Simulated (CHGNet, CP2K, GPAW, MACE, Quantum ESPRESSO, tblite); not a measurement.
# Twisted graphene monolayer on bilayer, 21.79° (42 atoms) in CP2K

Aim: run twisted graphene monolayer on bilayer, 21.79° (42 atoms) in CP2K and see how near its forces come to a plane-wave reference, and at what cost.

Method: the method is named at each step, in CP2K 2026.2.

## 1. The structure

The cell holds 42 atoms: 42 C. Its edges and angles: a = 6.508 Å, b = 6.509 Å, c = 20.690 Å, α = 90.0°, β = 90.0°, γ = 120.0°. It derives from C (graphene). Graphene (a = 2.46 Å) under graphene (a = 2.46 Å), monolayer on bilayer, commensurate cell of 7 unit cells a layer, twist 21.79 deg; facing planes 3.32, 3.37 Å apart as built; 14 Å of vacuum; minimised with a classical potential. Then every atom was moved at random, 0.03 Å r.m.s. a Cartesian component. Regions: layer 1, 14 atoms (14 C); layer 2, 14 atoms (14 C); layer 3, 14 atoms (14 C). Vacuum lies along c.

The yardstick, on the same geometry:

- method: Kohn-Sham DFT, PBE, SSSP efficiency 1.3.0 pseudopotentials, plane waves (Quantum ESPRESSO 7.5); sssp-pbe-1.3.0-efficiency, cutoffs 45/360 Ry, Γ point
- r.m.s. force component: 1.523 eV/Å
- longest force: 6.137 eV/Å
- time: 42 s on 4 MPI ranks of Intel Xeon Platinum 8488C (Sapphire Rapids), shared host
- CPU time: 2.7 min

## 2. PBE, DZVP-UZH, 450/50 Ry, diagonalisation

Method: Kohn-Sham DFT, PBE, GTH-PBE pseudopotentials, Gaussian and plane waves, DZVP-MOLOPT (UZH set), diagonalisation.

input.inp reads:

```
&GLOBAL
  PROJECT cell
  RUN_TYPE ENERGY_FORCE
  PRINT_LEVEL LOW
&END GLOBAL
&FORCE_EVAL
  METHOD QS
  &DFT
    BASIS_SET_FILE_NAME BASIS_MOLOPT_UZH
    POTENTIAL_FILE_NAME POTENTIAL_UZH
    &MGRID
      CUTOFF 450
      REL_CUTOFF 50
    &END MGRID
    &QS
      EPS_DEFAULT 1.0E-12
    &END QS
    &SCF
      SCF_GUESS ATOMIC
      EPS_SCF 5.0E-06
      MAX_SCF 200
      ADDED_MOS 20
      &DIAGONALIZATION
        ALGORITHM STANDARD
      &END DIAGONALIZATION
      &SMEAR ON
        METHOD FERMI_DIRAC
        ELECTRONIC_TEMPERATURE [K] 580
      &END SMEAR
      &MIXING
        METHOD BROYDEN_MIXING
        ALPHA 0.2
        NBROYDEN 12
        BETA 0.05
      &END MIXING
      &PRINT
        &RESTART OFF
        &END RESTART
      &END PRINT
    &END SCF
    &XC
      &XC_FUNCTIONAL PBE
      &END XC_FUNCTIONAL
    &END XC
    &PRINT
      &MULLIKEN ON
      &END MULLIKEN
      &HIRSHFELD ON
        SHAPE_FUNCTION DENSITY
      &END HIRSHFELD
      &MO ON
        EIGENVALUES T
        OCCUPATION_NUMBERS T
        MO_INDEX_RANGE 73 96
        &EACH
          QS_SCF 0
        &END EACH
        ADD_LAST NUMERIC
      &END MO
    &END PRINT
  &END DFT
  &SUBSYS
    &CELL
      A 6.50850 0.00000 0.00000
      B -3.25425 5.63653 0.00000
      C 0.00000 0.00000 20.69000
    &END CELL
    &COORD
      C 0.46751 1.35130 6.87756
      C 1.38996 0.27044 6.95970
      C -0.01058 3.81035 6.95639
      C 0.91090 2.72791 6.91832
      C 2.82222 0.53660 6.94977
      C 0.44730 5.04802 6.91791
      C 2.31117 2.97958 6.96963
      C 3.25705 1.87708 6.94191
      C 1.85827 5.38035 6.93053
      C 2.77711 4.30721 6.96260
      C 4.60828 2.15992 6.96756
      C 5.59139 1.09304 6.94274
      C -2.35556 4.54237 7.02115
      C -1.43229 3.45671 6.96032
      C 0.88646 2.66529 10.34521
      C 1.85398 1.57659 10.35162
      C 0.46777 5.07829 10.35245
      C 1.40958 4.06174 10.30714
      C 3.27820 1.81823 10.30776
      C 4.23085 0.75405 10.32348
      C 2.80386 4.32886 10.34066
      C 3.75850 3.18436 10.29865
      C 5.59220 1.08475 10.29514
      C 6.49597 0.00682 10.34790
      C -1.42530 3.47909 10.41348
      C -0.46184 2.40218 10.34003
      C 1.41300 0.23572 10.38100
      C -0.93983 4.80176 10.34107
      C -0.47528 5.07305 13.73526
      C 0.01884 3.76109 13.78078
      C 0.96118 1.05121 13.71313
      C -1.88802 5.37888 13.74292
      C 1.39825 3.45040 13.68168
      C 1.83065 2.13805 13.70444
      C 5.10943 0.21532 13.75595
      C 2.28660 4.53476 13.73237
      C 3.21546 1.89500 13.69802
      C 3.73233 0.53192 13.74499
      C 3.70630 4.32147 13.69926
      C 4.14653 2.93105 13.74644
      C -0.91584 2.69420 13.71913
      C -0.47200 1.38050 13.68499
    &END COORD
    &KIND C
      BASIS_SET DZVP-MOLOPT-PBE-GTH-q4
      POTENTIAL GTH-PBE-q4
    &END KIND
  &END SUBSYS
  &PRINT
    &FORCES ON
    &END FORCES
  &END PRINT
&END FORCE_EVAL
```

Started as:

```console
> OMP_NUM_THREADS=2 cp2k.psmp -i input.inp > output.txt
```

Numbers of over 12 decimals in the logs are rounded to 6 here.

The program printed:

```text
CP2K| version string:                                       CP2K version 2026.2
 CP2K| Input file name                                                 input.inp
 GLOBAL| Basis set file name                                    BASIS_MOLOPT_UZH
 GLOBAL| Potential file name                                       POTENTIAL_UZH
 GLOBAL| Run type                                                   ENERGY_FORCE
 GLOBAL| Total number of message passing processes                             1
 GLOBAL| Number of threads for this process                                    2
 TOTAL NUMBERS AND MAXIMUM NUMBERS
  Total number of            - Atomic kinds:                                   1
                             - Atoms:                                         42
                             - Shell sets:                                    42
                             - Shells:                                       210
                             - Primitive Cartesian functions:                210
                             - Cartesian basis functions:                    588
                             - Spherical basis functions:                    546
  Maximum angular momentum of- Orbital basis functions:                        2
                             - Local part of the GTH pseudopotential:          2
                             - Non-local part of the GTH pseudopotential:      0
 SCF PARAMETERS         Density guess:                                    ATOMIC
                        max_scf:                                             200
                        eps_scf:                                        5.00E-06
                        added MOs                                        20    0
                        Mixing method:                            BROYDEN_MIXING
                                                charge density mixing in g-space
                        Smear method:                                FERMI_DIRAC
                        Electronic temperature [K]:                        580.0
                        Electronic temperature [a.u.]:                  1.84E-03
                        Accuracy threshold:                             1.00E-10
 Extrapolation method: initial_guess
 Number of electrons:                                                        168
 Number of occupied orbitals:                                                 84
 Number of molecular orbitals:                                               104
 Number of orbital functions:                                                546
 Number of independent orbital functions:                                    546
 SCF WAVEFUNCTION OPTIMIZATION
  Step     Update method      Time    Convergence         Total energy    Change
     1 NoMix/Diag. 0.20E+00    4.7     0.75571523      -240.4651205435 -2.40E+02
     2 Broy./Diag. 0.20E+00    7.6     0.02639370      -221.8162133075  1.86E+01
     3 Broy./Diag. 0.20E+00    7.6     0.06244198      -235.4611704905 -1.36E+01
     4 Broy./Diag. 0.20E+00    7.5     0.00933912      -240.8594305652 -5.40E+00
[...]
11 Broy./Diag. 0.20E+00    7.9     0.00001381      -239.4367511632 -2.93E-04
    12 Broy./Diag. 0.20E+00    8.1     0.00000267      -239.4369188525 -1.68E-04
  *** SCF run converged in    12 steps ***
  Electronic density on regular grids:       -167.9999999999        0.0000000001
  Core density on regular grids:              167.9999999999       -0.0000000001
  Total charge density on r-space grids:       -0.0000000001
  Total charge density g-space grids:          -0.0000000001
  Overlap energy of the core charge distribution:               1.03263e-05
  Self energy of the core charge distribution:               -559.932106
  Core Hamiltonian energy:                                    175.541166
  Hartree energy:                                             218.498017
  Exchange-correlation energy:                                -73.544006
  Electronic entropic energy:                                  -0.000000
  Fermi energy:                                                 0.085925
  Total energy:                                              -239.436919
  Total energy (extrapolated to T->0):                       -239.436919
 MO| EIGENVALUES AND OCCUPATION NUMBERS
 MO|
 MO|  Index      Eigenvalue [a.u.]        Eigenvalue [eV]             Occupation
 MO|     73              -0.111751              -3.040909               2.000000
 MO|     74              -0.109624              -2.983016               2.000000
 MO|     75              -0.107773              -2.932654               2.000000
[...]
MO|     95               0.168763               4.592262               0.000000
 MO|     96               0.171563               4.668466               0.000000
 MO| Sum:                                                             168.000000
 MO| E(Fermi):            0.085925 a.u.          2.338139 eV
 MO| Band gap:            0.234807 a.u.          6.389435 eV
 !-----------------------------------------------------------------------------!
                     Mulliken Population Analysis
 #  Atom  Element  Kind  Atomic population                           Net charge
       1     C        1          4.002057                             -0.002057
       2     C        1          4.009985                             -0.009985
       3     C        1          3.993908                              0.006092
[...]
41     C        1          4.002710                             -0.002710
      42     C        1          4.012377                             -0.012377
 # Total charge                            168.000000                 -0.000000
 !-----------------------------------------------------------------------------!
 !-----------------------------------------------------------------------------!
                           Hirshfeld Charges
  #Atom  Element  Kind  Ref Charge     Population                    Net charge
      1       C      1       4.000          4.003                        -0.003
      2       C      1       4.000          3.997                         0.003
      3       C      1       4.000          4.003                        -0.003
[...]
41       C      1       4.000          4.004                        -0.004
     42       C      1       4.000          3.995                         0.005
  Total Charge                                                           -0.000
 !-----------------------------------------------------------------------------!
 ENERGY| Total FORCE_EVAL ( QS ) energy [hartree]           -239.436976
 FORCES| Atomic forces [hartree/bohr]
 FORCES|   Atom     x               y               z               |f|
 FORCES|      1  3.55144643E-03  1.60529249E-02  1.78731584E-02   2.42849534E-02
 FORCES|      2  1.43002008E-02 -6.89710204E-03 -4.63322203E-03   1.65388181E-02
 FORCES|      3 -4.51723505E-02 -1.06826248E-01 -7.84860245E-03   1.16249684E-01
[...]
FORCES|     41 -3.93195951E-02  2.70981059E-03  9.14082347E-03   4.04589704E-02
 FORCES|     42  2.04869279E-02 -7.29451050E-02  1.47603282E-02   7.71917732E-02
 FORCES| Sum     1.34865197E-04 -2.54251166E-05 -1.10219655E-04
 FORCES| Total atomic force                                       1.76021107E-04
```

The job ended after 1.8 min (2 threads of Intel Xeon Platinum 8488C (Sapphire Rapids), shared host; peak memory 1.8 GiB).

Banners, paths, timers and routine set-up lines are dropped from the logs unmarked, and long logs keep their key lines alone; longer cuts are marked.

Compared with the plane-wave run:

```yaml
r_m_s_force_component: 1.544 eV/Å
r_m_s_difference_of_force_components: 23.75 meV/Å
longest_difference_of_force_vectors: 78.24 meV/Å
force_difference_over_r_m_s_force: 1.559 %
slope_of_forces_against_the_reference_s: 1.014
correlation_of_force_components: 1
```

The surroundings of C37, picked at random, nearest first, numbered as they follow in the input and with coordinates relative to it.

```csv
atom,x,y,z,distance (Å),bonds,Hirshfeld charge (e),Fx,Fy,Fz (eV/Å)
C37,0.00,0.00,0.00,0.00,3,0.00,1.47,-1.88,0.55
C40,0.93,1.04,0.05,1.39,3,0.00,1.83,2.37,-0.59
C34,-1.38,0.24,0.01,1.41,3,0.00,1.39,-0.79,-0.16
C38,0.52,-1.36,0.05,1.46,3,0.00,-1.85,-0.18,-0.14
C33,-1.82,1.56,-0.02,2.39,3,0.00,-1.23,1.47,0.98
C31,-2.25,-0.84,0.02,2.41,3,0.00,-3.26,2.06,-0.05
C39,0.49,2.43,0.00,2.48,3,0.00,-0.95,-2.18,0.75
C29,-0.44,-2.46,0.04,2.50,3,0.00,0.35,1.74,0.59
C41,2.38,0.80,0.02,2.51,3,0.00,-2.02,0.14,0.47
C35,1.89,-1.68,0.06,2.53,3,0.00,-0.09,3.63,-0.44
```

Forces lie 1.6 % from the reference's, at 1.2 times its CPU time (on 2 against 4 cores).

## 3. PBE, TZV2P-UZH, 450/50 Ry, diagonalisation

Method: Kohn-Sham DFT, PBE, GTH-PBE pseudopotentials, Gaussian and plane waves, TZV2P-MOLOPT (UZH set), diagonalisation.

Edit input.inp of step 2 so:

```diff
@@ -71,3 +71,3 @@
     &KIND C
-      BASIS_SET DZVP-MOLOPT-PBE-GTH-q4
+      BASIS_SET TZV2P-MOLOPT-PBE-GTH-q4
       POTENTIAL GTH-PBE-q4
```

Started as:

```console
> OMP_NUM_THREADS=1 mpirun -np 4 cp2k.psmp -i input.inp > output.txt
```

The program printed:

```text
CP2K| version string:                                       CP2K version 2026.2
 CP2K| Input file name                                                 input.inp
 GLOBAL| Basis set file name                                    BASIS_MOLOPT_UZH
 GLOBAL| Potential file name                                       POTENTIAL_UZH
 GLOBAL| Run type                                                   ENERGY_FORCE
 GLOBAL| Total number of message passing processes                             4
 GLOBAL| Number of threads for this process                                    1
[... lines left out ...]
                        Smear method:                                FERMI_DIRAC
[... lines left out ...]
 Number of electrons:                                                        168
[... lines left out ...]
  Step     Update method      Time    Convergence         Total energy    Change
[... lines left out ...]
  *** SCF run converged in    13 steps ***
[... lines left out ...]
  Fermi energy:                                                 0.088791
  Total energy:                                              -239.512223
  Total energy (extrapolated to T->0):                       -239.512223
[... lines left out ...]
 MO| E(Fermi):            0.088791 a.u.          2.416138 eV
[... lines left out ...]
                           Hirshfeld Charges
  #Atom  Element  Kind  Ref Charge     Population                    Net charge
      1       C      1       4.000          4.003                        -0.003
      2       C      1       4.000          3.997                         0.003
      3       C      1       4.000          4.002                        -0.002
[...]
41       C      1       4.000          4.004                        -0.004
     42       C      1       4.000          3.995                         0.005
  Total Charge                                                           -0.000
 !-----------------------------------------------------------------------------!
 ENERGY| Total FORCE_EVAL ( QS ) energy [hartree]           -239.512256
 FORCES| Atomic forces [hartree/bohr]
 FORCES|   Atom     x               y               z               |f|
 FORCES|      1  3.58109841E-03  1.63019131E-02  1.80930378E-02   2.46157399E-02
 FORCES|      2  1.41072470E-02 -7.19599709E-03 -4.70578962E-03   1.65209336E-02
 FORCES|      3 -4.44698153E-02 -1.05009387E-01 -7.90239655E-03   1.14310908E-01
[...]
FORCES|     41 -3.85526699E-02  2.20906753E-03  9.09885166E-03   3.96733845E-02
 FORCES|     42  1.98922476E-02 -7.13717778E-02  1.48936097E-02   7.55741476E-02
 FORCES| Sum     1.41946849E-04 -2.49488675E-05 -1.08444388E-04
 FORCES| Total atomic force                                       1.80365017E-04
```

Wall time 2 min (4 MPI ranks); peak memory 2.9 GiB; 8 min of CPU time.

Against the reference:

* r.m.s. force component: 1.519 eV/Å
* r.m.s. difference of force components: 13.09 meV/Å
* longest difference of force vectors: 41.62 meV/Å
* force difference over r.m.s. force: 0.8595 %
* slope of forces against the reference's: 0.9973
* correlation of force components: 1

Against the first run (1.6 %), the force difference from the reference is 0.86 %, at 2.4 times the CPU time (on 4 against 2 cores), with 1218 basis functions against 546: the larger basis brings the forces nearer.

## 4. PBE, DZVP-MOLOPT, 450/50 Ry, diagonalisation

Method: Kohn-Sham DFT, PBE, GTH-PBE pseudopotentials, Gaussian and plane waves, DZVP-MOLOPT-GTH, diagonalisation.

Edit input.inp of step 3 so:

```diff
@@ -8,4 +8,4 @@
   &DFT
-    BASIS_SET_FILE_NAME BASIS_MOLOPT_UZH
-    POTENTIAL_FILE_NAME POTENTIAL_UZH
+    BASIS_SET_FILE_NAME BASIS_MOLOPT
+    POTENTIAL_FILE_NAME GTH_POTENTIALS
     &MGRID
@@ -67,7 +67,8 @@
     &END CELL
-    &COORD
-[... 42 atom lines left out: the same atoms as in the first run ...]
-    &END COORD
+    &TOPOLOGY
+      COORD_FILE_NAME structure.xyz
+      COORD_FILE_FORMAT XYZ
+    &END TOPOLOGY
     &KIND C
-      BASIS_SET TZV2P-MOLOPT-PBE-GTH-q4
+      BASIS_SET DZVP-MOLOPT-GTH-q4
       POTENTIAL GTH-PBE-q4
```

structure.xyz reads:

```xyz
42

C 0.46751 1.35130 6.87756
C 1.38996 0.27044 6.95970
C -0.01058 3.81035 6.95639
C 0.91090 2.72791 6.91832
C 2.82222 0.53660 6.94977
C 0.44730 5.04802 6.91791
C 2.31117 2.97958 6.96963
C 3.25705 1.87708 6.94191
C 1.85827 5.38035 6.93053
C 2.77711 4.30721 6.96260
C 4.60828 2.15992 6.96756
C 5.59139 1.09304 6.94274
C -2.35556 4.54237 7.02115
C -1.43229 3.45671 6.96032
C 0.88646 2.66529 10.34521
C 1.85398 1.57659 10.35162
C 0.46777 5.07829 10.35245
C 1.40958 4.06174 10.30714
C 3.27820 1.81823 10.30776
C 4.23085 0.75405 10.32348
[... 18 atom lines left out ...]
C 3.70630 4.32147 13.69926
C 4.14653 2.93105 13.74644
C -0.91584 2.69420 13.71913
C -0.47200 1.38050 13.68499
```

Started as:

```console
> OMP_NUM_THREADS=2 cp2k.psmp -i input.inp > output.txt
```

The program printed:

```text
CP2K| version string:                                       CP2K version 2026.2
 CP2K| Input file name                                                 input.inp
 GLOBAL| Basis set file name                                        BASIS_MOLOPT
 GLOBAL| Potential file name                                      GTH_POTENTIALS
 GLOBAL| Run type                                                   ENERGY_FORCE
 GLOBAL| Total number of message passing processes                             1
 GLOBAL| Number of threads for this process                                    2
[... lines left out ...]
                        Smear method:                                FERMI_DIRAC
[... lines left out ...]
 Number of electrons:                                                        168
[... lines left out ...]
  Step     Update method      Time    Convergence         Total energy    Change
[... lines left out ...]
  *** SCF run converged in    12 steps ***
[... lines left out ...]
  Fermi energy:                                                 0.086575
  Total energy:                                              -239.520085
  Total energy (extrapolated to T->0):                       -239.520085
[... lines left out ...]
 MO| E(Fermi):            0.086575 a.u.          2.355829 eV
[... lines left out ...]
                           Hirshfeld Charges
  #Atom  Element  Kind  Ref Charge     Population                    Net charge
      1       C      1       4.000          4.003                        -0.003
      2       C      1       4.000          3.997                         0.003
      3       C      1       4.000          4.003                        -0.003
[...]
41       C      1       4.000          4.004                        -0.004
     42       C      1       4.000          3.995                         0.005
  Total Charge                                                           -0.000
 !-----------------------------------------------------------------------------!
 ENERGY| Total FORCE_EVAL ( QS ) energy [hartree]           -239.520185
 FORCES| Atomic forces [hartree/bohr]
 FORCES|   Atom     x               y               z               |f|
 FORCES|      1  3.63491391E-03  1.61066617E-02  1.80897688E-02   2.44923842E-02
 FORCES|      2  1.43542595E-02 -6.92602504E-03 -4.55622609E-03   1.65763019E-02
 FORCES|      3 -4.55306932E-02 -1.07463524E-01 -7.69430015E-03   1.16964334E-01
[...]
FORCES|     41 -3.96464373E-02  2.88418936E-03  9.04257624E-03   4.07667355E-02
 FORCES|     42  2.04645193E-02 -7.33761265E-02  1.47467143E-02   7.75907087E-02
 FORCES| Sum     1.38514955E-04 -2.43510445E-05 -1.12262991E-04
 FORCES| Total atomic force                                       1.79950952E-04
```

Elapsed: 13 min, on 2 threads; peak memory 1.9 GiB; 26 min of CPU time.

Numbers from this run, and their distance from the reference:

* r.m.s. force component: 1.553 eV/Å
* r.m.s. difference of force components: 32.98 meV/Å
* longest difference of force vectors: 114.3 meV/Å
* force difference over r.m.s. force: 2.165 %
* slope of forces against the reference's: 1.02
* correlation of force components: 1

Against the first run (1.6 %), the force difference from the reference is 2.2 %, at 7.9 times the CPU time, with 546 basis functions against 546; this set comes with other potentials too, so the change isn't the basis's alone.

(Part 1 of 3 ends here.)

[Also dropped from logs without a mark: logging warnings of Python, and SIESTA's first energy breakdown and zero terms.]

[Logs are printed without paths, hosts, clocks, repeated set-up lines and the standing remarks that a program may print on its own settings, such as how far it seeks lower states.]

[Hosts, paths, dates, database ids (printed as entryN), source tags and the programs' standing remarks are cut or masked in the printed files.]
